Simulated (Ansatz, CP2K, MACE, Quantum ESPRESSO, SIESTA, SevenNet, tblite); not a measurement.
# Random wurtzite alloy of AlN and GaN (72 atoms) under volume change, by several methods

How stiff is random wurtzite alloy of AlN and GaN (72 atoms) under an even change of volume, and do other programs and learned potentials give the same pressure and slope as plane waves?

Results are calculated, not measured.

**1. The structure**

The cell holds 72 atoms (22 Ga, 36 N and 14 Al), with edges of 9.48, 9.48 and 10.21 Å. Recipe: wurtzite AlN, 3 x 3 x 2 conventional cells, 22 of 36 Al sites given to Ga at random (x = 0.611), lattice by Vegard's rule (a = 3.159 Å, c = 5.106 Å); not relaxed, displaced by a Gaussian of 0.02 Å. Then the atoms were relaxed with SevenNet 0 in the fixed cell.

Bonds by pair of elements; cutoffs follow the first minimum of g(r), held within bounds set by covalent radii, and pairs that aren't listed don't count as bonded:

| pair A-B | cutoff (Å) | bonds | mean length (Å) | spread (Å) | shortest (Å) | B about A | A about B |
| --- | --- | --- | --- | --- | --- | --- | --- |
| N-Ga | 2.38 | 88 | 1.95 | 0.009 | 1.93 | 2.44 | 4 |
| N-Al | 2.33 | 56 | 1.89 | 0.007 | 1.88 | 1.56 | 4 |

**2. The reference input**

Quantum ESPRESSO 7.5: Kohn-Sham DFT, PBE, SSSP efficiency 1.3.0 pseudopotentials, plane waves. Its input, pw.in, for the unchanged cell:

```
&control
  calculation = 'scf'
  pseudo_dir = './pseudo'
  outdir = './tmp'
  disk_io = 'none'
  tprnfor = .true.
  tstress = .true.
/
&system
  ibrav = 0
  nat = 72
  ntyp = 3
  ecutwfc = 70
  ecutrho = 560
  nosym = .true.
  occupations = 'smearing'
  smearing = 'fd'
  degauss = 0.003675
/
&electrons
  conv_thr = 3.6e-07
  electron_maxstep = 100
  mixing_beta = 0.4
  mixing_mode = 'plain'
  diagonalization = 'david'
/
ATOMIC_SPECIES
Ga 69.723 Ga.upf
N 14.007 N.upf
Al 26.982 Al.upf
CELL_PARAMETERS angstrom
9.47730 0.00000 0.00000
-4.73865 8.20758 0.00000
0.00000 0.00000 10.21220
ATOMIC_POSITIONS crystal
Ga 0.00342 0.00289 0.00119
N 0.11845 0.22703 0.06331
Al 0.11403 0.22344 0.24884
N 0.00701 0.00456 0.30632
[... 66 atom lines left out ...]
Ga 0.77970 0.88880 0.74923
N 0.66914 0.66383 0.80920
K_POINTS gamma
```

```console
$ OMP_NUM_THREADS=1 mpirun -np 2 pw.x -in pw.in > output.txt
```

Run time: 11 min. Hardware: 2 MPI ranks of Arm Neoverse V1, shared host; peak memory 3.1 GiB.

It converged with an r.m.s. force component of 0.054 eV/Å and a pressure of 4.8 GPa.

**3. Levels of theory**

Every level solves the same cells as single points. CPU time is summed over a level's finished runs, on a host shared with the other runs, so it is rough; the force column is the median over cells of the r.m.s. difference of force components from the reference.

| level | basis or training data | k-points | runs finished | CPU time | peak memory (GiB) | force difference (meV/Å) |
| --- | --- | --- | --- | --- | --- | --- |
| QE, PBE | plane waves, SSSP efficiency, 70/560 Ry | Γ | 3 of 3 | 56 min | 3.3 | reference |
| CP2K double zeta, PBE | DZVP-MOLOPT-SR, GTH-PBE potentials, 800 Ry | Γ | 3 of 3 | 34 min | 6.7 | 54 |
| SIESTA DZP, PBE | DZP orbitals, shift 0.01 Ry, mesh 500 Ry | Γ | 3 of 3 | 38 min | 2.7 | 57 |
| tblite GFN1-xTB | tight binding with its own dispersion term | Γ | 3 of 3 | 23 s | 0.12 | 209 |
| MACE MPA-0 medium | trained on PBE(+U) plane-wave data | - | 3 of 3 | 26 s | 1.1 | 45 |
| SevenNet 0 | trained on PBE(+U) plane-wave data | - | 3 of 3 | 24 s | 0.97 | 51 |

The reference's own r.m.s. force component runs from 54 to 56 meV/Å over these cells. SevenNet 0 relaxed the atoms, so in the cells that it relaxed its own forces are small, and its entry isn't an independent test there.

**4. Pressure against volume**

The cell is scaled evenly with fractional positions held. The unchanged volume is 11.033 Å³ an atom. Pressures in GPa:

| level | -3 % | 0 | +3 % |
| --- | --- | --- | --- |
| QE, PBE | 11.43 | 4.83 | -0.83 |
| CP2K double zeta, PBE | 12.99 | 6.36 | 0.65 |
| SIESTA DZP, PBE | 13.81 | 7.11 | 1.42 |
| tblite GFN1-xTB | 25.48 | 19.52 | 14.41 |
| MACE MPA-0 medium | 9.93 | 4.05 | -0.99 |
| SevenNet 0 | 10.76 | 4.24 | -1.38 |

Energy less that of the unchanged cell at the same level, in meV an atom:

| level | -3 % | +3 % |
| --- | --- | --- |
| QE, PBE | 17.34 | -4.81 |
| CP2K double zeta, PBE | 19.88 | -7.05 |
| SIESTA DZP, PBE | 21.43 | -8.60 |
| tblite GFN1-xTB | 46.32 | -34.90 |
| MACE MPA-0 medium | 14.29 | -3.04 |
| SevenNet 0 | 15.33 | -2.82 |

**5. Moduli**

From the three volumes nearest the unchanged one: B from the slope of pressure against ln V and from the curvature of the energy, the pressure that the slope of the energy implies, and the volume change at which the printed pressure crosses zero (a dash if it doesn't within the range).

| level | B from pressures (GPa) | B from energies (GPa) | printed pressure (GPa) | pressure from energies (GPa) | zero pressure at (%) |
| --- | --- | --- | --- | --- | --- |
| QE, PBE | 204.4 | 202.3 | 4.83 | 5.36 | +2.6 |
| CP2K double zeta, PBE | 205.6 | 206.9 | 6.36 | 6.52 | - |
| SIESTA DZP, PBE | 206.5 | 206.9 | 7.11 | 7.27 | - |
| tblite GFN1-xTB | 184.6 | 184.3 | 19.52 | 19.66 | - |
| MACE MPA-0 medium | 181.9 | 181.5 | 4.05 | 4.19 | +2.4 |
| SevenNet 0 | 202.4 | 201.9 | 4.24 | 4.39 | +2.3 |

As a check by hand on the reference: from -3 to +3 % the pressure falls by 12.27 GPa while ln V grows by 0.0600, a ratio of 204.4 GPa.

Gap between the highest filled and the lowest empty level on the runs' k-points, in eV:

| level | -3 % | 0 | +3 % |
| --- | --- | --- | --- |
| QE, PBE | 2.95 | 2.72 | 2.50 |
| CP2K double zeta, PBE | 2.94 | 2.71 | 2.49 |
| SIESTA DZP, PBE | 3.02 | 2.78 | 2.56 |

**6. Outcome**

The plane-wave reference (PBE) gives a bulk modulus of 204.4 GPa from its pressures, at a volume where its pressure is 4.83 GPa; that pressure crosses zero at +2.6 %. Other programs at PBE: CP2K double zeta, PBE 205.6 GPa (+1 %) and SIESTA DZP, PBE 206.5 GPa (+1 %); their pressures lie +1.53 to +2.27 GPa from the reference's. Learned potentials: MACE MPA-0 medium 181.9 GPa (-11 %) and SevenNet 0 202.4 GPa (-1 %); their pressures lie -0.78 to -0.59 GPa from the reference's.

Tight binding: tblite GFN1-xTB 184.6 GPa (-10 %); its pressure lies +14.68 GPa from the reference's. The moduli are read at one volume but at unlike pressures, and a cell under tension is as a rule softer than one under compression. All slopes lie within 11 % of the reference's, while the pressures at one volume spread over 15.5 GPa, so the levels would settle at unlike volumes. Moduli from the energies run from 182 to 207 GPa, within 10 % of those from pressures. The reference's gap falls as the cell grows, from 2.95 eV at -3 % to 2.50 eV at +3 %.

**Limits.** Atoms are held in fractional coordinates, so these moduli are upper bounds to relaxed ones. Three points at finite strain give rough moduli, at the given volume rather than at zero pressure. Pressures at a fixed plane-wave cutoff or in a small atom-centred basis hold some basis error. The reference samples only Γ, in a cell whose shortest periodic width is 8 Å. The reference isn't exact: its cutoffs and mesh weren't converged further here. SIESTA's automatically made basis is far from complete, and its potentials were converted by us (checked for H, C, O, Si, Ge and Ca alone). The learned potentials mimic data converged in k, so the sampling error of the reference's coarse mesh counts against them here, while programs on the same mesh share it. Spin–orbit coupling is left out. Where levels are smeared, the DFT runs use Fermi–Dirac occupations at 580 K (0.05 eV), and energies are free energies.

[Logs are printed without paths, hosts, clocks, repeated set-up lines and the standing remarks that a program may print on its own settings, such as how far it seeks lower states.]

[Hosts, paths, dates, database ids (printed as entryN), source tags and the programs' standing remarks are cut or masked in the printed files.]
